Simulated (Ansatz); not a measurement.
The compound is PrTlSe2 (R-3m).

Symmetry: R-3m, No. 166, trigonal system. Conventional cell: a = 4.349 Å, b = 4.349 Å, c = 23.099 Å, α = 90.00°, β = 90.00°, γ = 120.00°. Nearest to Pr lie 6 Se at 3.00 Å. Tl has 6 Se at 3.34 Å nearest. Se has 3 Pr at 3.00 Å and 3 Tl at 3.34 Å nearest. Farther neighbours and most contacts between anions are not listed.

```xyz
4
Lattice="6.4958 3.4203 3.4203 3.4203 6.4958 3.4203 3.4203 3.4203 6.4958" Properties=species:S:1:pos:R:3 pbc="T T T"
Pr    0.0000    0.0000    0.0000
Tl    6.6681    6.6681    6.6681
Se    9.8380    9.8380    9.8380
Se    3.4983    3.4983    3.4983
```

The cell and positions are those that the Materials Project relaxed with its own functionals (PBE, PBE+U or r2SCAN), kept fixed. Spin-orbit coupling is left out unless a run names it. PAW set soft_2, made with PBE.

A constrained-RPA run (Ansatz 0.2.0; non-magnetic LDA; Pr f, bands v1 to c6, 4×4×4 mesh, medium accuracy) builds 7 functions on bands 0.69 eV wide, with 2.0 electrons in the window. The bare on-site interaction is 23.4 eV and the bare J 0.62 eV.

Question: What U and J survive the screening?

On the Pr f shell, U = 3.55 eV (15 % of the bare value), U′ = 2.56 eV, J = 0.48 eV.

The parent state is non-magnetic and the interaction static (zero frequency); U depends on the window and the orbitals, so it belongs to this model alone. Spin-orbit coupling, which is strong for atoms this heavy, is left out.

[Paths, hosts, dates, memory and timing lines, banners, echoed tables and standing remarks are left out of the program output.]

[Logs are printed without paths, hosts, clocks, repeated set-up lines and the standing remarks that a program may print on its own settings, such as how far it seeks lower states.]

[Runs of the session that timed out or met a known fault of the program may be left out.]

[Hosts, paths, dates, database ids (printed as entryN), source tags and the programs' standing remarks are cut or masked in the printed files.]
